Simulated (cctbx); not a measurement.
**Pr2Pb with cctbx, script by script**

Library: cctbx 2025.11. The data are simulated by the first script.

## 1. Simulate the data

run.py:

```python
from cctbx import adptbx, crystal, miller, sgtbx, xray
from cctbx.array_family import flex
from iotbx.shelx import hklf
from scitbx import matrix
import scitbx.random

cs = crystal.symmetry(unit_cell=(7.481, 15.163, 7.553, 90, 90, 90), space_group_symbol='Hall: -P 2ac 2ab')  # Pbca
atoms = [  # label, site, U (iso, or U11 U22 U33 U12 U13 U23 in A^2), occupancy
    ("Pb1", (0.8284, 0.3687, 0.9997), 0.0193, 1),
    ("Pr1", (0.3059, 0.5619, 0.3531), 0.0179, 1),
    ("Pr2", (0.5432, 0.6843, 0.8685), 0.0213, 1),
]
xs = xray.structure(crystal_symmetry=cs)
for label, site, u, occ in atoms:
    u = adptbx.u_cif_as_u_star(cs.unit_cell(), u) if isinstance(u, tuple) else u
    xs.add_scatterer(xray.scatterer(label, site=site, u=u, occupancy=occ))
xs.set_inelastic_form_factors(0.71073, "sasaki")
xs.show_summary()
p1 = xs.expand_to_p1()
ms = miller.build_set(p1, anomalous_flag=True, d_min=0.7)
flex.set_random_seed(801374)
scitbx.random.set_random_seed(801374)
ms = ms.select(flex.random_double(ms.size()) < 0.5)
i = ms.structure_factors_from_scatterers(p1, algorithm="direct").f_calc().as_intensity_array().data()
i = i / flex.sqrt(1 + 0.1 * i / flex.max(i))  # extinction
i = i * 5000 / flex.max(i)
sig = flex.sqrt(i + flex.pow2(0.02 * i) + 4 ** 2)
noise = scitbx.random.variate(scitbx.random.normal_distribution())(i.size())
data = ms.array(data=i + sig * noise, sigmas=sig).set_observation_type_xray_intensity()
with open("data.hkl", "w") as f:
    data.export_as_shelx_hklf(f)
print("reflections written:", data.size(), " <I/sigma> = %.1f" % flex.mean(data.data() / data.sigmas()))
for h, a, b in list(data.sort("data"))[:12]:
    print("%4d%4d%4d %9.1f %7.1f" % (h + (a, b)))
```

```console
$ python run.py
```

```text
Number of scatterers: 3
At special positions: 0
Unit cell: (7.481, 15.163, 7.553, 90, 90, 90)
Space group: P b c a (No. 61)
reflections written: 5151  <I/sigma> = 6.9
   0   8  -4    5005.4   122.5
   0  -8   4    4952.4   122.5
   0  -8  -4    4902.0   122.5
  -1   2  -3    4022.3   103.7
   1  -2  -3    4010.2   103.7
   1   2   3    3989.5   103.7
  -1  -2   3    3908.1   103.7
   2   5   0    3511.7    91.5
   0  -4  -1    3168.1    84.8
  -1  -6   1    3155.8    82.6
  -1  -6  -1    3105.5    82.6
   0   4   1    3099.2    84.8
```

It took 0.41 s on 1 thread of Arm Neoverse N1 (shared host), peak memory 0.07 GiB.

## 2. Symmetry

run.py:

```python
from cctbx import crystal, sgtbx, statistics
from cctbx.array_family import flex
from iotbx.shelx import hklf

p1 = crystal.symmetry(unit_cell=(7.481, 15.163, 7.553, 90, 90, 90), space_group_symbol="P 1")
raw = hklf.reader(file_name="data.hkl").as_miller_arrays(crystal_symmetry=p1, anomalous=True)[0]
print(raw.size(), "reflections to d = %.3f A" % raw.d_min())
isig = raw.data() / raw.sigmas()
print("centring   violations  <I/sigma> of those")
best = "P"
for c in "ABCIRF":
    a = raw.customized_copy(space_group_info=sgtbx.space_group_info("Hall: %s 1" % c)).sys_absent_flags().data()
    m = flex.mean(isig.select(a))
    print("%5s %10d of %5d %8.1f" % (c, (isig.select(a) > 4).count(True), a.count(True), m))
    if (isig.select(a) > 4).count(True) < 0.01 * a.count(True):
        best = c
raw = raw.select(~raw.customized_copy(space_group_info=sgtbx.space_group_info("Hall: %s 1" % best)).sys_absent_flags().data())
isig = raw.data() / raw.sigmas()
rows = []
for s in sgtbx.space_group_symbol_iterator():
    g = sgtbx.space_group(s)
    if g.conventional_centring_type_symbol() != best or not g.is_compatible_unit_cell(p1.unit_cell(), 1e-3, 0.02):
        continue
    rows.append((s, g))
print("Laue class    unique    Rint  (classes that these axes allow; Friedel mates merged)")
rint = {}
for s, g in rows:
    laue = g.build_derived_patterson_group()
    key = laue.type().hall_symbol()
    if key not in rint:
        m = raw.customized_copy(space_group_info=laue.info(), anomalous_flag=False).merge_equivalents()
        rint[key] = m.r_int()
        print("%-14s %6d %7.3f" % (laue.type().lookup_symbol(), m.array().size(), m.r_int()))
floor = min(rint.values())
good = [(s, g) for s, g in rows if rint[g.build_derived_patterson_group().type().hall_symbol()] < 2 * floor + 0.03]
top = max(g.build_derived_patterson_group().order_z() for s, g in good)
print("space group    extra absences  I>4sigma  <I/sigma>")
for s, g in good:
    laue = g.build_derived_patterson_group()
    if laue.order_z() != top:
        continue
    a = raw.customized_copy(space_group_info=g.info()).sys_absent_flags().data()
    a &= ~raw.customized_copy(space_group_info=laue.info()).sys_absent_flags().data()
    bad = (isig.select(a) > 4).count(True)
    if bad <= 0.03 * a.count(True):
        print("%-16s %8d %10d %9s  %s" % (s.universal_hermann_mauguin(), a.count(True), bad, "%.1f" % flex.mean(isig.select(a)) if a.count(True) else "-", "centric" if g.is_centric() else "acentric"))
laue = max(good, key=lambda t: t[1].build_derived_patterson_group().order_z())[1].build_derived_patterson_group()
f = raw.customized_copy(space_group_info=laue.info(), anomalous_flag=False).merge_equivalents().array().eliminate_sys_absent().f_sq_as_f()
f.set_observation_type_xray_amplitude()
bins = max(3, min(8, f.size() // 12))
f.setup_binner(n_bins=bins)
w = statistics.wilson_plot(f, {e: n / laue.order_z() for e, n in {'Pb': 8.0, 'Pr': 16.0}.items()}, e_statistics=True)
print("Wilson B = %.2f A^2   <|E^2-1|> = %.3f (0.968 centric, 0.736 acentric)   E^2>4: %.1f %%" % (w.wilson_b, w.mean_e_sq_minus_1, w.percent_e_sq_gt_2))
print("shell (A)         n   <I/sigma>")
m = raw.customized_copy(space_group_info=laue.info(), anomalous_flag=False).merge_equivalents().array().eliminate_sys_absent()
for b in m.setup_binner(n_bins=bins).range_used():
    sel = m.binner().selection(b)
    print("%5.2f - %4.2f %6d %8.1f" % (min(m.binner().bin_d_range(b)[0] if m.binner().bin_d_range(b)[0] > 0 else 99, 99), m.binner().bin_d_range(b)[1], sel.count(True), flex.mean((m.data() / m.sigmas()).select(sel))))
```

```console
$ python run.py
```

```text
5151 reflections to d = 0.700 A
centring   violations  <I/sigma> of those
    A       1253 of  2532      6.8
    B       1005 of  2560      4.7
    C       1320 of  2584      6.8
    I       1307 of  2597      6.9
    R       1792 of  3420      6.9
    F       1789 of  3838      6.1
Laue class    unique    Rint  (classes that these axes allow; Friedel mates merged)
P -1             3867   0.041
P 1 2/m 1        2503   0.043
P 1 1 2/m        2541   0.045
P 2/m 1 1        2537   0.043
P m m m          1501   0.049
space group    extra absences  I>4sigma  <I/sigma>
P 2 2 2                 0          0         -  acentric
P 2 2 21                7          0      -0.1  acentric
P 21 2 2                4          0      -0.2  acentric
P 2 21 2               12          0      -0.2  acentric
P 21 21 2              16          0      -0.2  acentric
P 2 21 21              19          0      -0.2  acentric
P 21 2 21              11          0      -0.1  acentric
P 21 21 21             23          0      -0.2  acentric
P m m 2                 0          0         -  acentric
P 2 m m                 0          0         -  acentric
P m 2 m                 0          0         -  acentric
P m c 21               91          0       0.2  acentric
P 21 m a              175          0       0.0  acentric
P b 21 m              173          0      -0.1  acentric
P b m 2               173          0      -0.1  acentric
P 2 c m                91          0       0.2  acentric
P m 2 a               175          0       0.0  acentric
P b c 21              264          0       0.0  acentric
P 21 c a              266          0       0.1  acentric
P b 21 a              348          0      -0.0  acentric
P m m m                 0          0         -  centric
P m m a               175          0       0.0  centric
P b m m               173          0      -0.1  centric
P m c m                91          0       0.2  centric
P b c m               264          0       0.0  centric
P m c a               266          0       0.1  centric
P b m a               348          0      -0.0  centric
P b c a               439          0       0.0  centric
Wilson B = 1.51 A^2   <|E^2-1|> = 0.960 (0.968 centric, 0.736 acentric)   E^2>4: 3.9 %
shell (A)         n   <I/sigma>
15.17 - 1.40    210     17.7
 1.40 - 1.11    196     15.1
 1.11 - 0.97    180     12.9
 0.97 - 0.88    182     11.0
 0.88 - 0.82    182      9.9
 0.82 - 0.77    182      8.8
 0.77 - 0.73    189      7.7
 0.73 - 0.70    180      6.8
```

Time: 0.57 s.

## 3. Charge flipping

run.py:

```python
import itertools
from cctbx import crystal, maptbx
from cctbx.array_family import flex
from iotbx.shelx import hklf
from smtbx.ab_initio import charge_flipping as cf

cs = crystal.symmetry(unit_cell=(7.481, 15.163, 7.553, 90, 90, 90), space_group_symbol='Hall: -P 2ac 2ab')  # Pbca
raw = hklf.reader(file_name="data.hkl").as_miller_arrays(crystal_symmetry=cs, anomalous=True)[0]
merged = raw.eliminate_sys_absent().merge_equivalents()
fo2 = merged.array().set_observation_type_xray_intensity()
f = fo2.average_bijvoet_mates().f_sq_as_f().resolution_filter(d_min=0.9)
p1 = f.expand_to_p1()
work = p1
flex.set_random_seed(27421)
it = cf.weak_reflection_improved_iterator(delta=None, weak_reflection_fraction=0.2)
it.start(work, phases=flex.random_double(p1.size()) * 6.2832, f_000=0)
it.delta = 1.1 * it.rho_map.sigma()
print("cycle      R  skewness")
for n, st in enumerate(itertools.islice(it, 150)):
    if n % 12 == 0:
        print("%5d %6.3f %8.2f" % (n, st.r1_factor(), st.rho_map.skewness()))
rho = p1.phase_transfer(it.f_calc).fft_map().apply_volume_scaling()
polish = cf.low_density_elimination_iterator(constant_rho_c=rho.sigma())
polish.start(f_obs=p1, phases=it.f_calc, f_000=0)
for _ in range(8):
    next(polish)
print("origin shift          correlation  skewness")
maps = []
for fc, shift, cc in itertools.islice(cf.f_calc_symmetrisations(f, polish.f_calc, 0), 4):
    m = f.phase_transfer(fc).fft_map(symmetry_flags=maptbx.use_space_group_symmetry, resolution_factor=0.25).apply_sigma_scaling()
    maps.append((m.skewness(), cc, m))
    print("%6.3f %6.3f %6.3f %10.3f %9.2f" % (tuple(shift) + (cc, m.skewness())))
skew, cc, m = max((t for t in maps if t[1] > maps[0][1] - 0.04), key=lambda t: t[0])
print("taken: symmetry correlation %.3f, skewness %.2f" % (cc, skew))
peaks = m.peak_search(parameters=maptbx.peak_search_parameters(min_distance_sym_equiv=0.9, max_clusters=8)).all()
sps = cs.special_position_settings(min_distance_sym_equiv=0.5)
print("peak      x       y       z  mult  height/sigma")
for k, (x, h) in enumerate(zip(peaks.sites(), peaks.heights())):
    ss = sps.site_symmetry(x)
    print("Q%-3d %7.4f %7.4f %7.4f %4d %8.1f" % ((k + 1,) + tuple(t % 1 for t in ss.exact_site()) + (ss.multiplicity(), h)))
```

```console
$ python run.py
```

```text
cycle      R  skewness
    0  0.649     0.27
   12  0.357     4.02
   24  0.303     3.77
   36  0.302     3.67
   48  0.302     3.68
   60  0.290     3.57
   72  0.296     3.55
   84  0.297     3.56
   96  0.296     3.61
  108  0.293     3.53
  120  0.307     3.71
  132  0.294     3.56
  144  0.303     3.61
origin shift          correlation  skewness
 0.111  0.482  0.431      0.777      0.38
 0.078  0.199  0.210      0.775      0.52
 0.013  0.262  0.267      0.759      0.61
 0.042  0.200  0.398      0.747      0.88
taken: symmetry correlation 0.747, skewness 0.88
peak      x       y       z  mult  height/sigma
Q1    0.1866  0.2032  0.1314    8      6.3
Q2    0.1684  0.0521  0.8350    8      6.3
Q3    0.1718  0.6308  0.5136    8      4.7
Q4    0.0279  0.6843  0.1182    8      4.3
Q5    0.0491  0.5193  0.8892    8      3.3
Q6    0.1117  0.2537  0.0085    8      3.1
Q7    0.0932  0.6378  0.7335    8      3.0
Q8    0.1497  0.0096  0.0251    8      2.9
```

Time: 0.63 s.

## 4. Charge flipping

run.py, as its changes from the last script of this kind:

```diff
@@ -13,2 +13,3 @@
-work = p1
-flex.set_random_seed(27421)
+p1.setup_binner_counting_sorted(reflections_per_bin=max(40, p1.size() // 12))
+work = p1.array(data=p1.data() / p1.amplitude_quasi_normalisations().data())
+flex.set_random_seed(27422)
@@ -19,2 +20,2 @@
-for n, st in enumerate(itertools.islice(it, 150)):
-    if n % 12 == 0:
+for n, st in enumerate(itertools.islice(it, 300)):
+    if n % 25 == 0:
```

```console
$ python run.py
```

```text
cycle      R  skewness
    0  0.623     0.22
   25  0.485     2.78
   50  0.469     2.92
   75  0.468     2.88
  100  0.465     2.93
  125  0.478     2.91
  150  0.474     2.83
  175  0.470     2.88
  200  0.465     2.69
  225  0.462     2.78
  250  0.477     2.78
  275  0.470     2.73
origin shift          correlation  skewness
 0.057  0.021  0.067      0.797      0.73
 0.064  0.415  0.097      0.790      0.97
 0.054  0.094  0.473      0.793      0.92
 0.050  0.086  0.061      0.819      0.98
taken: symmetry correlation 0.819, skewness 0.98
peak      x       y       z  mult  height/sigma
Q1    0.1733  0.6269  0.0519    8      7.0
Q2    0.1516  0.0636  0.3479    8      5.1
Q3    0.1149  0.6355  0.9258    8      4.9
Q4    0.0165  0.6874  0.6418    8      4.3
Q5    0.0000  0.0000  0.0000    4      4.2
Q6    0.1958  0.6063  0.7026    8      3.7
Q7    0.2687  0.0625  0.1654    8      3.5
Q8    0.2548  0.1919  0.7039    8      3.0
```

Time: 0.77 s.

## 5. Refinement (model from the peaks)

run.py:

```python
import math
from cctbx import adptbx, crystal, maptbx, sgtbx, xray
from cctbx.array_family import flex
from cctbx.xray import observations
from iotbx.shelx import hklf
from scitbx.lstbx import normal_eqns_solving
from smtbx import absolute_structure, utils
from smtbx.refinement import constraints, least_squares

cs = crystal.symmetry(unit_cell=(7.481, 15.163, 7.553, 90, 90, 90), space_group_symbol='Hall: -P 2ac 2ab')  # Pbca
atoms = [  # label, site, U (iso, or U11 U22 U33 U12 U13 U23 in A^2), occupancy
    ("Pr1", (0.1733, 0.6269, 0.0519), 0.0200, 1),
    ("Pb1", (0.1516, 0.0636, 0.3479), 0.0200, 1),
    ("Pr2", (0.0165, 0.6874, 0.6418), 0.0200, 1),
]
xs = xray.structure(crystal_symmetry=cs)
for label, site, u, occ in atoms:
    u = adptbx.u_cif_as_u_star(cs.unit_cell(), u) if isinstance(u, tuple) else u
    xs.add_scatterer(xray.scatterer(label, site=site, u=u, occupancy=occ))
xs.set_inelastic_form_factors(0.71073, "sasaki")
raw = hklf.reader(file_name="data.hkl").as_miller_arrays(crystal_symmetry=cs, anomalous=True)[0]
merged = raw.eliminate_sys_absent().merge_equivalents()
fo2 = merged.array().set_observation_type_xray_intensity()
print("Rint %.3f, %d unique reflections to %.2f A" % (merged.r_int(), fo2.size(), fo2.d_min()))
for sc in xs.scatterers():
    sc.flags.set_grad_site(True)
    sc.flags.set_grad_u_aniso(sc.flags.use_u_aniso())
    sc.flags.set_grad_u_iso(sc.flags.use_u_iso())
obs = fo2.as_xray_observations()
extra = {}
rep = constraints.reparametrisation(xs, [], utils.connectivity_table(xs), **extra)
ls = least_squares.crystallographic_ls(obs, rep, weighting_scheme=least_squares.mainstream_shelx_weighting(a=0, b=0))
print("cycle     R1     wR2    GooF  max shift (A)")
for cycle in range(6):
    ls.build_up()
    r1, wr2, goof = ls.r1_factor(cutoff_factor=2)[0], ls.wR2(), ls.goof()
    old = xs.sites_cart()
    normal_eqns_solving.levenberg_marquardt_iterations(ls, n_max_iterations=3, tau=0.0001, step_threshold=1e-7)
    big = flex.max((xs.sites_cart() - old).norms())
    print("%4d %7.4f %7.4f %7.3f %9.5f" % (cycle + 1, r1, wr2, goof, big))
    ls.build_up(objective_only=True)
    if abs(ls.wR2() - wr2) < 5e-5 and big < 5e-4:
        break
ls.build_up()
print("final R1 %.4f wR2 %.4f GooF %.3f  parameters %d  data/parameter %.1f" % (ls.r1_factor(cutoff_factor=2)[0], ls.wR2(), ls.goof(), ls.n_parameters, fo2.size() / ls.n_parameters))
cov = ls.covariance_matrix_and_annotations()
su = dict(zip(cov.annotations, (math.sqrt(max(v, 0)) for v in cov.matrix.matrix_packed_u_diagonal())))
a2 = cs.unit_cell().reciprocal_parameters()[0] ** -2
print("atom        x        y        z      Ueq    occ   su(xyz)  su(Uiso or U11)")
for sc in xs.scatterers():
    s = max(su.get(sc.label + k, 0) for k in (".x", ".y", ".z"))
    npd = "" if sc.is_positive_definite_u(cs.unit_cell()) else "  NPD"
    print("%-5s %8.5f %8.5f %8.5f %8.4f %6.3f %8.5f %7.4f%s" % ((sc.label,) + sc.site + (sc.u_iso_or_equiv(cs.unit_cell()), sc.occupancy, s, su.get(sc.label + ".uiso", su.get(sc.label + ".u11", 0) * a2), npd)))
fo = fo2.f_sq_as_f()
fc = fo.structure_factors_from_scatterers(xs, algorithm="direct").f_calc()
diff = fo.f_obs_minus_f_calc(1 / math.sqrt(ls.scale_factor()), fc).average_bijvoet_mates()
m = diff.fft_map(symmetry_flags=maptbx.use_space_group_symmetry, resolution_factor=0.25).apply_volume_scaling()
print("difference map: max %.2f min %.2f rms %.2f" % (m.statistics().max(), m.statistics().min(), m.statistics().sigma()))
peaks = m.peak_search(parameters=maptbx.peak_search_parameters(min_distance_sym_equiv=0.6, max_clusters=5)).all()
near = xs.closest_distances(peaks.sites(), distance_cutoff=4)
sps = cs.special_position_settings(min_distance_sym_equiv=0.5)
for k, (x, h) in enumerate(zip(peaks.sites(), peaks.heights())):
    ss = sps.site_symmetry(x)
    print("Q%-3d %7.4f %7.4f %7.4f %4d %7.2f  %.2f A from %s" % ((k + 1,) + tuple(t % 1 for t in ss.exact_site()) + (ss.multiplicity(), h, near.smallest_distances[k], xs.scatterers()[near.i_seqs[k]].label)))
```

```console
$ python run.py
```

```text
Rint 0.048, 1287 unique reflections to 0.70 A
cycle     R1     wR2    GooF  max shift (A)
   1  0.7301  0.9462  18.201   0.39814
   2  0.1549  0.3336   6.418   0.04040
   3  0.1223  0.2971   5.716   0.00001
final R1 0.1223 wR2 0.2971 GooF 5.716  parameters 12  data/parameter 107.2
atom        x        y        z      Ueq    occ   su(xyz)  su(Uiso or U11)
Pr1    0.17174  0.63127  0.00038   0.0029  1.000  0.00032  0.0004
Pb1    0.19404  0.06206  0.35369   0.0334  1.000  0.00038  0.0007
Pr2    0.04318  0.68438  0.63168   0.0187  1.000  0.00042  0.0006
difference map: max 30.58 min -13.84 rms 2.57
Q1    0.1730  0.6331  0.9891    8   31.10  0.09 A from Pr1
Q2    0.0690  0.6644  0.6429    8    6.64  0.37 A from Pr2
Q3    0.0816  0.7002  0.5882    8    5.23  0.50 A from Pr2
Q4    0.0929  0.6534  0.1572    8    5.11  1.37 A from Pr1
Q5    0.1733  0.7310  0.5019    8    4.81  1.55 A from Pr2
```

Time: 0.62 s.

Figures of merit this high mean that the model is still wrong or incomplete.

## 6. Refinement (anisotropic displacement)

run.py, as its changes from the last script of this kind:

```diff
@@ -12,3 +12,3 @@
-    ("Pr1", (0.1733, 0.6269, 0.0519), 0.0200, 1),
-    ("Pb1", (0.1516, 0.0636, 0.3479), 0.0200, 1),
-    ("Pr2", (0.0165, 0.6874, 0.6418), 0.0200, 1),
+    ("Pr1", (0.17174, 0.63127, 0.00038), 0.0030, 1),
+    ("Pb1", (0.19404, 0.06206, 0.35369), 0.0334, 1),
+    ("Pr2", (0.04318, 0.68438, 0.63168), 0.0187, 1),
@@ -20,0 +21 @@
+xs.convert_to_anisotropic()
@@ -34 +35 @@
-for cycle in range(6):
+for cycle in range(8):
@@ -38 +39 @@
-    normal_eqns_solving.levenberg_marquardt_iterations(ls, n_max_iterations=3, tau=0.0001, step_threshold=1e-7)
+    normal_eqns_solving.levenberg_marquardt_iterations(ls, n_max_iterations=3, tau=1e-06, step_threshold=1e-7)
@@ -59 +60 @@
-peaks = m.peak_search(parameters=maptbx.peak_search_parameters(min_distance_sym_equiv=0.6, max_clusters=5)).all()
+peaks = m.peak_search(parameters=maptbx.peak_search_parameters(min_distance_sym_equiv=0.6, max_clusters=6)).all()
```

```console
$ python run.py
```

```text
Rint 0.048, 1287 unique reflections to 0.70 A
cycle     R1     wR2    GooF  max shift (A)
   1  0.1222  0.2972   5.750   0.00068
   2  0.1233  0.2953   5.715   0.00000
final R1 0.1233 wR2 0.2953 GooF 5.715  parameters 27  data/parameter 47.7
atom        x        y        z      Ueq    occ   su(xyz)  su(Uiso or U11)
Pr1    0.17171  0.63127  0.00039   0.0029  1.000  0.00032  0.0007
Pb1    0.19401  0.06208  0.35362   0.0336  1.000  0.00039  0.0014
Pr2    0.04319  0.68436  0.63173   0.0187  1.000  0.00042  0.0013
difference map: max 30.17 min -15.33 rms 2.56
Q1    0.1745  0.6310  0.9943    8   30.30  0.05 A from Pr1
Q2    0.0794  0.6987  0.5902    8    6.06  0.47 A from Pr2
Q3    0.0576  0.6641  0.6425    8    5.68  0.34 A from Pr2
Q4    0.1694  0.7323  0.5069    8    5.24  1.52 A from Pr2
Q5    0.0914  0.6556  0.1563    8    5.23  1.37 A from Pr1
Q6    0.1267  0.0628  0.6608    8    4.83  2.37 A from Pb1
```

It took 0.58 s on 1 thread of Arm Neoverse N1, on a shared host, peak memory 0.09 GiB.

Figures of merit this high mean that the model is still wrong or incomplete.

[Logs are printed without paths, hosts, clocks, repeated set-up lines and the standing remarks that a program may print on its own settings, such as how far it seeks lower states.]
